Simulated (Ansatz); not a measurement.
# Squeezing and shearing glassy B2O3 (120 atoms): runs compared

How stiff is glassy B2O3 (120 atoms), and how do its levels respond to strain?

Computed with Ansatz 0.2.0: Kohn-Sham DFT, PBEsol, PAW (set soft_2), plane waves.

## (1) The cell as built

The cell holds 120 atoms: 48 B and 72 O. Cell: a = 11.551 Å, b = 11.551 Å, c = 11.551 Å, α = 90.0°, β = 90.0°, γ = 90.0°. 120 atoms (48 B, 72 O) placed at random at 1.8 g/cm³, melted at 3000 K for 20 ps at fixed volume with the Buckingham and Coulomb pair potential of Guillot and Sator (Geochim. Cosmochim. Acta 71, 1249 (2007)) with the boron terms of Wang et al. (J. Non-Cryst. Solids 498, 294 (2018)). Quenched from 3000 K to 300 K at 20 K/ps and fixed volume, held 5 ps. The density is a measured one.

Limits known from the start: The quench rate of 20 K/ps is many orders above laboratory rates, so the cell is likely richer in defects and strain than a real sample. The network of bonds at the start is that of the classical potential that made the cell, and needn't be the one that DFT or experiment would give. Only the Γ point is sampled.

## (2) The reference run

The reference is a single point at the end of the relaxation.

Every strained cell starts from the geometry of this run, and its atoms are relaxed with the cell held.

Its input, with most atom lines left out:

```yaml
crystal:
  lattice:
    - [12.06378, 0.78198, 0.47522]
    - [0.78198, 11.72239, -0.32563]
    - [0.47522, -0.32563, 10.61316]
  atoms:
    - { symbol: B, position: [0.55475, 0.89153, 0.06747] }
    - { symbol: B, position: [0.96152, 0.38421, 0.41866] }
    - { symbol: B, position: [0.92937, 0.56541, 0.56224] }
    - { symbol: B, position: [0.04014, 0.6339, 0.89603] }
    - { symbol: B, position: [0.04317, 0.95125, 0.70436] }
    - { symbol: B, position: [0.84588, 0.91005, 0.72853] }
    - { symbol: B, position: [0.13538, 0.01897, 0.50598] }
    [... atom lines 8 to 120 left out ...]
kpoints:
  mp_grid: { grid: [1, 1, 1] }
hamiltonian:
  xc: pbesol
scf:
  occupations: { method: fixed }
output:
  forces: true
  stress: true
  populations: true
  dos:
    method: { smearing: { sigma: 0.1 } }
    de: 0.1
    projected: { site_lists: { B: [B], O: [O] } }
  eigenvalues: true
  write_density: true
  write_potential: true
  volumetric_format: npy
  elf: true
```

```
free energy per atom   : -398.4075 eV/atom
r.m.s. force component : 0.00724 eV/Å
pressure               : -0.00271 GPa
```

Filled and empty levels are parted by 5.71 eV (at Γ alone); a semilocal functional tends to put such gaps too low. In a disordered cell it changes from sample to sample, and tail or defect levels can set it.

## (3) The runs

Each row is one run, on 4 threads of Intel Xeon Platinum 8375C at 2.90GHz (Ice Lake), shared host. The free energy is the program's total, comparable only between runs with the same functional, potentials and atoms.

| run | atoms | outcome | ionic steps, all passes | free energy (eV) | time | host memory (GiB) |
| --- | --- | --- | --- | --- | --- | --- |
| Single point at the start | 120 | converged | - | -47792.967 | 12 s | 1.8 |
| Cell and atoms relaxed | 120 | converged | 43 | -47808.896 | 6.3 min | 1.9 |
| Single point at the relaxed geometry | 120 | converged | - | -47808.896 | 15 s | 2.0 |
| Volume -3 % | 120 | converged | 11 | -47808.801 | 1.8 min | 2.0 |
| Volume +3 % | 120 | converged | 7 | -47808.805 | 77 s | 2.1 |
| Volume -6 % | 120 | converged | 12 | -47808.628 | 2.1 min | 2.0 |
| Volume +6 % | 120 | converged | 7 | -47808.546 | 81 s | 2.2 |
| Volume -10 % | 120 | converged | 16 | -47808.111 | 3 min | 1.9 |
| Stretched by 1 % along x | 120 | converged | 5 | -47808.885 | 62 s | 2.1 |
| Compressed by 1 % along x | 120 | converged | 5 | -47808.882 | 61 s | 2.0 |
| Sheared by 2 % in xy | 120 | converged | 5 | -47808.885 | 60 s | 2.0 |

In some runs the program notes that the exchange-correlation potential is rough where the density is thin and the SCF threshold is loose for the stress.

## (4) Pressure against volume

Atoms are relaxed at each volume, in the scaled cell.

| volume change (%) | volume (Å³/atom) | energy change (meV/atom) | pressure (GPa) | largest move on relaxing (Å) | bonds | gap (eV) |
| --- | --- | --- | --- | --- | --- | --- |
| -10 | 11.177 | 6.54 | 1.91 | 0.84 | 144 | 5.81 |
| -6 | 11.673 | 2.23 | 1.06 | 0.63 | 144 | 5.72 |
| -3 | 12.046 | 0.79 | 0.62 | 0.29 | 144 | 5.72 |
| +0 | 12.418 | 0.00 | 0.00 | - | 144 | 5.71 |
| +3 | 12.791 | 0.75 | -0.64 | 0.17 | 144 | 5.67 |
| +6 | 13.164 | 2.91 | -1.19 | 0.40 | 144 | 5.63 |

## (5) Uniaxial strain and shear

Stress (GPa, compression positive) less that of the relaxed cell, atoms relaxed:

| strain | xx | yy | zz | xy | energy change (meV/atom) |
| --- | --- | --- | --- | --- | --- |
| stretched by 1 % along x | -0.231 | -0.179 | -0.157 | 0.052 | 0.09 |
| compressed by 1 % along x | 0.260 | 0.165 | 0.133 | -0.069 | 0.11 |
| sheared by 2 % in xy | 0.092 | 0.121 | 0.029 | -0.163 | 0.09 |

## (6) Outcome

The bulk modulus, from the slope of pressure against ln V over the three points nearest the relaxed volume, is 21.1 GPa; between neighbouring points the slope runs 20, 14, 21, 22 and 19 GPa from the smallest volume up, without a steady fall, so no pressure derivative is given. At -10 % and -6 % some atom moved by over 0.5 Å on relaxing, so those points may sit in another local minimum. The gap goes from 5.81 eV at the smallest volume to 5.63 eV at the largest, -1.0 eV per unit of ln V by a straight line, not monotonically (lowest 5.63, highest 5.81 eV), on the run's k-points. In the Cartesian axes of the cell, finite differences give C11 = 24.6, C12 = 17.2, C13 = 14.5 and C66 = 8.14 GPa (the shear of 2 % is the engineering strain, εxy = 0.01). The mean of C11, C12 and C13, which equals the bulk modulus in a cubic or isotropic solid, is 18.7 GPa: it lies 11 % under the bulk modulus from the volumes. For an isotropic solid C66 would equal (C11 − C12)/2 = 3.70 GPa; so small a sample needn't be isotropic, and C66 rests on one shear. The two differ too much for isotropic moduli to be formed.

**Limits.** Strains are finite and relaxations stop at the force tolerance of the input, which can leave moduli too stiff; they are those of a static cell at zero temperature. Volumes are changed with the cell's shape held, so in an anisotropic solid the modulus lies over the one under free hydrostatic load. The program notes that the SCF threshold of the relaxations is loose for the stress.

The DFT runs together took 19 min of wall time.

[Logs are printed without paths, hosts, clocks, repeated set-up lines and the standing remarks that a program may print on its own settings, such as how far it seeks lower states.]

[Hosts, paths, dates, database ids (printed as entryN), source tags and the programs' standing remarks are cut or masked in the printed files.]
